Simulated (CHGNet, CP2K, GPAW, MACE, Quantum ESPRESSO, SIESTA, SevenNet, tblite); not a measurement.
**CP2K on Σ7 (111) twist boundary in a MgS-YS solid solution (84 atoms): settings against a plane-wave reference**

Wanted: CP2K inputs and outputs for Σ7 (111) twist boundary in a MgS-YS solid solution (84 atoms), checked against a plane-wave reference.

Method: the method is named at each step, in CP2K 2026.2.

## (1) The starting structure

The cell holds 84 atoms: 38 Mg, 42 S and 4 Y. Cell: a = 9.782 Å, b = 9.782 Å, c = 19.373 Å, α = 90.0°, β = 90.0°, γ = 120.0°. Rock-salt MgS lattice (a = 5.2289 Å, the value set for the mixture); two grains turned against each other by 38.21 deg about [111]; 1 x 1 coincidence cells, 1 lattice periods a grain, two boundaries a cell, upper grain shifted by [0, 0] of the boundary cell and opened by 0.63 Å, no atom removed; 4 of 42 Mg sites given to Y at random (lattice constant by Vegard's rule between MgS and YS); not relaxed, displaced by a Gaussian of 0.02 Å. Then every atom was moved at random, 0.05 Å r.m.s. a Cartesian component. Regions: lower grain, 42 atoms (20 Mg, 21 S and 1 Y); upper grain, 42 atoms (18 Mg, 21 S and 3 Y). The structure's axis is c.

The yardstick, on the same geometry:

```
method                 : Kohn-Sham DFT, PBE, SSSP efficiency 1.3.0 pseudopotentials, plane waves (Quantum ESPRESSO 7.5); sssp-pbe-1.3.0-efficiency, cutoffs 45/360 Ry, Γ point
r.m.s. force component : 0.7976 eV/Å
longest force          : 6.324 eV/Å
pressure               : 2.814 GPa
time                   : 6.8 min on 4 MPI ranks of AMD EPYC 7571, shared host
CPU time               : 27 min
```

## (2) PBE, DZVP-MOLOPT-SR, 420/50 Ry, diagonalisation

Method: Kohn-Sham DFT, PBE, GTH-PBE pseudopotentials, Gaussian and plane waves, DZVP-MOLOPT-SR-GTH, diagonalisation.

Input file input.inp:

```
&GLOBAL
  PROJECT cell
  RUN_TYPE ENERGY_FORCE
  PRINT_LEVEL LOW
&END GLOBAL
&FORCE_EVAL
  METHOD QS
  STRESS_TENSOR ANALYTICAL
  &DFT
    BASIS_SET_FILE_NAME BASIS_MOLOPT
    POTENTIAL_FILE_NAME GTH_POTENTIALS
    &MGRID
      CUTOFF 420
      REL_CUTOFF 50
    &END MGRID
    &QS
      EPS_DEFAULT 1.0E-12
    &END QS
    &SCF
      SCF_GUESS ATOMIC
      EPS_SCF 5.0E-06
      MAX_SCF 200
      ADDED_MOS 54
      &DIAGONALIZATION
        ALGORITHM STANDARD
      &END DIAGONALIZATION
      &SMEAR ON
        METHOD FERMI_DIRAC
        ELECTRONIC_TEMPERATURE [K] 580
      &END SMEAR
      &MIXING
        METHOD BROYDEN_MIXING
        ALPHA 0.15
        NBROYDEN 12
      &END MIXING
      &PRINT
        &RESTART OFF
        &END RESTART
      &END PRINT
    &END SCF
    &XC
      &XC_FUNCTIONAL PBE
      &END XC_FUNCTIONAL
    &END XC
    &PRINT
      &MULLIKEN ON
      &END MULLIKEN
      &HIRSHFELD ON
        SHAPE_FUNCTION DENSITY
      &END HIRSHFELD
      &MO ON
        EIGENVALUES T
        OCCUPATION_NUMBERS T
        MO_INDEX_RANGE 327 350
        &EACH
          QS_SCF 0
        &END EACH
        ADD_LAST NUMERIC
      &END MO
    &END PRINT
  &END DFT
  &SUBSYS
    &CELL
      A 9.78238 0.00000 0.00000
      B -4.89119 8.47179 0.00000
      C 0.00000 0.00000 19.37344
    &END CELL
    &COORD
      SCALED
      Mg 0.86032 0.56704 0.00142
      S 0.09355 0.61765 0.08324
      Mg 0.71029 0.13320 0.00136
      S 0.95521 0.19767 0.07908
      Mg 0.91015 0.37802 0.16022
      S 0.13000 0.42232 0.23020
      Mg 0.96172 0.18732 0.31446
      S 0.19225 0.23527 0.39019
      Mg 0.57595 0.71569 0.99879
      S 0.81071 0.75726 0.08045
      Mg 0.76009 0.95588 0.15395
      S 0.00070 0.99762 0.23620
      Mg 0.42806 0.29407 0.00082
      S 0.65211 0.33422 0.07754
      Mg 0.61105 0.52393 0.15720
      S 0.86844 0.57963 0.23827
      Mg 0.80245 0.75967 0.31083
      S 0.04674 0.80861 0.38617
      Y 0.47522 0.08976 0.16249
      S 0.71069 0.13049 0.23110
      Mg 0.67026 0.33786 0.30936
      S 0.89715 0.38024 0.38989
      Mg 0.29117 0.86271 0.00132
      S 0.51525 0.89930 0.07946
      Mg 0.14988 0.42884 0.99664
      S 0.37401 0.47270 0.07556
      Mg 0.33950 0.67146 0.15052
      S 0.58238 0.72759 0.23132
      Mg 0.52171 0.90444 0.31652
      S 0.75270 0.94980 0.38606
      Mg 0.99909 0.00148 0.99886
      S 0.23732 0.04657 0.07596
      Mg 0.19427 0.24025 0.15361
      S 0.43640 0.29439 0.23228
      Mg 0.39601 0.48345 0.31793
      S 0.60190 0.51622 0.38781
      Mg 0.24464 0.05326 0.31799
      S 0.46654 0.09186 0.39378
      Mg 0.06020 0.81486 0.15259
      S 0.28119 0.85389 0.23238
      Mg 0.08945 0.62685 0.31040
      S 0.33214 0.65607 0.38773
      Mg 0.57001 0.86837 0.49643
      S 0.80290 0.04869 0.58547
      Mg 0.71518 0.57277 0.49735
      S 0.93998 0.75115 0.57635
      Mg 0.76053 0.81055 0.66117
      S 0.99793 0.00365 0.73305
      Mg 0.86561 0.28551 0.49886
      S 0.09673 0.47729 0.57740
      Mg 0.90440 0.52148 0.65761
      S 0.15151 0.71542 0.72936
      Mg 0.95606 0.76293 0.81310
      S 0.18249 0.94908 0.88493
      Mg 0.13704 0.70990 0.49968
      S 0.38696 0.88961 0.57983
[... 24 atom lines left out ...]
      Mg 0.10763 0.48054 0.81133
      S 0.32722 0.66278 0.89039
      Mg 0.23475 0.18084 0.81300
      S 0.48926 0.38218 0.89207
    &END COORD
    &KIND Mg
      BASIS_SET DZVP-MOLOPT-SR-GTH-q10
      POTENTIAL GTH-PBE-q10
    &END KIND
    &KIND S
      BASIS_SET DZVP-MOLOPT-SR-GTH-q6
      POTENTIAL GTH-PBE-q6
    &END KIND
    &KIND Y
      BASIS_SET DZVP-MOLOPT-SR-GTH-q11
      POTENTIAL GTH-PBE-q11
    &END KIND
  &END SUBSYS
  &PRINT
    &FORCES ON
    &END FORCES
    &STRESS_TENSOR ON
    &END STRESS_TENSOR
  &END PRINT
&END FORCE_EVAL
```

The run is started by

```console
> OMP_NUM_THREADS=2 cp2k.psmp -i input.inp > output.txt
```

Numbers of over 12 decimals in the logs are rounded to 6 here.

Log:

```text
CP2K| version string:                                       CP2K version 2026.2
 CP2K| Input file name                                                 input.inp
 GLOBAL| Basis set file name                                        BASIS_MOLOPT
 GLOBAL| Potential file name                                      GTH_POTENTIALS
 GLOBAL| Run type                                                   ENERGY_FORCE
 GLOBAL| Total number of message passing processes                             1
 GLOBAL| Number of threads for this process                                    2
 TOTAL NUMBERS AND MAXIMUM NUMBERS
  Total number of            - Atomic kinds:                                   3
                             - Atoms:                                         84
                             - Shell sets:                                    84
                             - Shells:                                       432
                             - Primitive Cartesian functions:                462
                             - Cartesian basis functions:                   1054
                             - Spherical basis functions:                    992
  Maximum angular momentum of- Orbital basis functions:                        3
                             - Local part of the GTH pseudopotential:          2
                             - Non-local part of the GTH pseudopotential:      4
 SCF PARAMETERS         Density guess:                                    ATOMIC
                        max_scf:                                             200
                        eps_scf:                                        5.00E-06
                        added MOs                                        54    0
                        Mixing method:                            BROYDEN_MIXING
                                                charge density mixing in g-space
                        Smear method:                                FERMI_DIRAC
                        Electronic temperature [K]:                        580.0
                        Electronic temperature [a.u.]:                  1.84E-03
                        Accuracy threshold:                             1.00E-10
 Extrapolation method: initial_guess
 Number of electrons:                                                        676
 Number of occupied orbitals:                                                338
 Number of molecular orbitals:                                               392
 Number of orbital functions:                                                992
 Number of independent orbital functions:                                    992
 SCF WAVEFUNCTION OPTIMIZATION
  Step     Update method      Time    Convergence         Total energy    Change
     1 NoMix/Diag. 0.15E+00   14.4     1.84334684     -2997.6995773615 -3.00E+03
     2 Broy./Diag. 0.15E+00   23.8     0.16778325     -2976.5246335178  2.12E+01
     3 Broy./Diag. 0.15E+00   23.4     0.60577691     -2984.3870530751 -7.86E+00
     4 Broy./Diag. 0.15E+00   23.3     0.28069747     -2991.0643382495 -6.68E+00
[...]
17 Broy./Diag. 0.15E+00   24.5     0.00002639     -2990.7798326774  1.49E-04
    18 Broy./Diag. 0.15E+00   23.7     0.00000164     -2990.7797402344  9.24E-05
  *** SCF run converged in    18 steps ***
  Electronic density on regular grids:       -676.0001221737       -0.0001221737
  Core density on regular grids:              675.9999999996       -0.0000000004
  Total charge density on r-space grids:       -0.0001221740
  Total charge density g-space grids:          -0.0001221740
  Overlap energy of the core charge distribution:               9.4772e-10
  Self energy of the core charge distribution:              -6864.155794
  Core Hamiltonian energy:                                   1937.352008
  Hartree energy:                                            2381.592470
  Exchange-correlation energy:                               -445.562339
  Electronic entropic energy:                                  -0.00608537
  Fermi energy:                                                 0.288891
  Total energy:                                             -2990.779740
  Total energy (extrapolated to T->0):                      -2990.776698
 MO| EIGENVALUES AND OCCUPATION NUMBERS
 MO|
 MO|  Index      Eigenvalue [a.u.]        Eigenvalue [eV]             Occupation
 MO|    327               0.181308               4.933631               2.000000
 MO|    328               0.182687               4.971161               2.000000
 MO|    329               0.183754               5.000202               2.000000
[...]
MO|    349               0.316289               8.606651               0.000001
 MO|    350               0.317667               8.644147               0.000000
 MO| Sum:                                                             676.000000
 MO| E(Fermi):            0.288891 a.u.          7.861134 eV
 !-----------------------------------------------------------------------------!
                     Mulliken Population Analysis
 #  Atom  Element  Kind  Atomic population                           Net charge
       1     Mg       1          9.216912                              0.783088
       2     S        2          6.728748                             -0.728748
       3     Mg       1          9.316154                              0.683846
[...]
83     Mg       1          9.322586                              0.677414
      84     S        2          6.622771                             -0.622771
 # Total charge                            676.000000                  0.000000
 !-----------------------------------------------------------------------------!
 !-----------------------------------------------------------------------------!
                           Hirshfeld Charges
  #Atom  Element  Kind  Ref Charge     Population                    Net charge
      1       Mg     1      10.000          9.650                         0.350
      2       S      2       6.000          6.290                        -0.290
      3       Mg     1      10.000          9.654                         0.346
[...]
83       Mg     1      10.000          9.718                         0.282
     84       S      2       6.000          6.364                        -0.364
  Total Charge                                                           -0.000
 !-----------------------------------------------------------------------------!
 ENERGY| Total FORCE_EVAL ( QS ) energy [hartree]          -2990.779616
 FORCES| Atomic forces [hartree/bohr]
 FORCES|   Atom     x               y               z               |f|
 FORCES|      1 -1.82608791E-04  3.04842847E-02 -1.46212002E-03   3.05198747E-02
 FORCES|      2  2.18269403E-03  5.31186941E-04 -2.43058279E-02   2.44094159E-02
 FORCES|      3 -5.36560070E-02  1.70830100E-03  6.58495925E-03   5.40855533E-02
[...]
FORCES|     83  1.03792182E-01 -4.32819106E-02  8.35583393E-02   1.40100453E-01
 FORCES|     84 -1.20392648E-02  1.12071965E-02 -2.68901669E-02   3.15218373E-02
 FORCES| Sum     1.34269776E-01 -3.33744581E-01 -2.53420355E-01
 FORCES| Total atomic force                                       4.40040560E-01
 STRESS| Analytical stress tensor [bar]
 STRESS|                        x                   y                   z
 STRESS|      x        6.64072748251E+04  -5.40834742679E+03   2.02543437060E+03
 STRESS|      y       -5.40834742679E+03   4.93637031750E+04   5.13061221496E+03
 STRESS|      z        2.02543437060E+03   5.13061221496E+03   2.64080954568E+04
 STRESS| 1/3 Trace                                             4.73930244856E+04
```

The job ended after 8.1 min (2 threads of AMD EPYC 7571, shared host; peak memory 3.2 GiB; 15 min of CPU time).

Banners, paths, timers and routine set-up lines are dropped from the logs unmarked, and long logs keep their key lines alone; longer cuts are marked.

Numbers from this run, and their distance from the reference:

```
r.m.s. force component                  : 1.886 eV/Å
r.m.s. difference of force components   : 1683 meV/Å
longest difference of force vectors     : 8901 meV/Å
force difference over r.m.s. force      : 211.1 %
slope of forces against the reference's : 1.068
correlation of force components         : 0.4523
pressure                                : 4.739 GPa
pressure difference                     : 1.925 GPa
```

This is a coarse setting, run to see what it loses.

Length of the force difference by element (eV/Å):

| element | atoms | mean | most |
| --- | --- | --- | --- |
| Mg | 38 | 4.0 | 8.9 |
| S | 42 | 0.12 | 0.27 |
| Y | 4 | 0.13 | 0.25 |

A closer look about S84, whose charge lies farthest from its element's mean: 9 atoms, nearest first, numbered in the order of the input, with positions taken from that point.

| atom | x | y | z | distance (Å) | bonds | Hirshfeld charge (e) | Fx | Fy | Fz (eV/Å) |
| --- | --- | --- | --- | --- | --- | --- | --- | --- | --- |
| S84 | 0.00 | 0.00 | 0.00 | 0.00 | 4 | -0.36 | -0.62 | 0.58 | -1.38 |
| Mg13 | -0.17 | -0.75 | 2.11 | 2.24 | 4 | 0.32 | -0.18 | 0.20 | 3.30 |
| Mg73 | 1.99 | -0.48 | -1.45 | 2.51 | 6 | 0.28 | -0.30 | 1.55 | 4.32 |
| Mg69 | -0.76 | 1.98 | -1.58 | 2.64 | 6 | 0.30 | 6.42 | -3.75 | 1.05 |
| Mg83 | -1.50 | -1.71 | -1.53 | 2.74 | 6 | 0.28 | 5.34 | -2.23 | 4.30 |
| S64 | 2.55 | -2.36 | -0.07 | 3.47 | 4 | -0.32 | 0.14 | -0.88 | 0.06 |
| S74 | 3.34 | 1.18 | -0.12 | 3.55 | 4 | -0.36 | 0.71 | -0.17 | -0.55 |
| Mg9 | -0.78 | 2.83 | 2.07 | 3.59 | 4 | 0.35 | 1.56 | -2.93 | -3.70 |
| S70 | 0.58 | 3.58 | -0.08 | 3.63 | 4 | -0.34 | -0.12 | 0.19 | 0.77 |

Forces lie 211 % from the reference's, at 0.56 times its CPU time (on 2 against 4 cores).

The difference per atom is largest on Mg (4.0 eV/Å on average, against 0.13 on Y). The forces add up to 23 eV/Å instead of zero, usually a sign of too coarse a grid.

## (3) Results

```
force difference from the reference : CP2K PBE, DZVP-MOLOPT-SR, 420/50 Ry, diagonalisation (coarse), 211 %
its CPU time                        : 15 min
```

What this shows: Runs with settings chosen to be coarse differ by 211 % (CP2K PBE, DZVP-MOLOPT-SR, 420/50 Ry, diagonalisation), their programs' other errors included. In pressure, CP2K PBE, DZVP-MOLOPT-SR, 420/50 Ry, diagonalisation misses by +1.9 GPa, at the same functional. The potentials hold different valence shells: 372 electrons in the reference, 676 in CP2K with DZVP-MOLOPT-SR; this bears on time and differences. The reference's pressure holds the uncorrected Pulay stress of its 45 Ry basis, so small pressure differences, and their order, may be the reference's own error. The host structure and its lattice constant were typed by rule, without a check against the phase diagram. The reference's pressure of 2.8 GPa belongs to a cell and atoms that aren't relaxed at this level. The electronic-structure runs sample only Γ, in a cell whose shortest periodic width is 8 Å, which is coarse for a cell with partly filled levels.

[Also dropped from logs without a mark: logging warnings of Python, and SIESTA's first energy breakdown and zero terms.]

[Logs are printed without paths, hosts, clocks, repeated set-up lines and the standing remarks that a program may print on its own settings, such as how far it seeks lower states.]

[Hosts, paths, dates, database ids (printed as entryN), source tags and the programs' standing remarks are cut or masked in the printed files.]
